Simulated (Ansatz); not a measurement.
In doubt: masses and optical values from hybrid runs of this build are listed as unsure, which bears on the screening that GW takes from such a start.

Rows from a G0W0 calculation on GeH5CBr3N2 (CH(NH2)2GeBr3) (Ansatz 0.2.0; G0W0 on HSE06, plane waves, PAW; 4×4×4 mesh, 398 empty bands, screening to 90 eV), in eV. Spin-orbit coupling is left out.

The structure was built from a prototype and need not be the compound's stable phase.

```csv
row,Σx,Σc,Vxc,Z
A,-7.84,-3.14,-11.47,0.82
B,-7.49,-3.14,-11.09,0.82
C,-7.89,-3.11,-11.49,0.82
D,-17.53,0.93,-16.08,0.80
E,-19.63,2.30,-16.66,0.79
F,-19.48,2.29,-16.52,0.79
```

Q: Which rows are filled states and which are empty ones, and how can one tell?

Filled: D, E and F. Empty: A, B and C. The sign of Σc tells: for a filled state bare exchange, which holds its interaction with itself, lies below Vxc (Σx − Vxc is -1.4 eV or lower here) and screening gives part back as a positive Σc. For an empty state Σx lies above Vxc (+3.6 eV or more) and the Coulomb hole leaves Σc negative.

[Paths, hosts, dates, memory and timing lines, banners, echoed tables and standing remarks are left out of the program output.]

[Logs are printed without paths, hosts, clocks, repeated set-up lines and the standing remarks that a program may print on its own settings, such as how far it seeks lower states.]

[Runs of the session that timed out or met a known fault of the program may be left out.]

[Cells called generated may have been cut or substituted from an entry of the Crystallography Open Database or the Materials Project.]

[Hosts, paths, dates, database ids (printed as entryN), source tags and the programs' standing remarks are cut or masked in the printed files.]
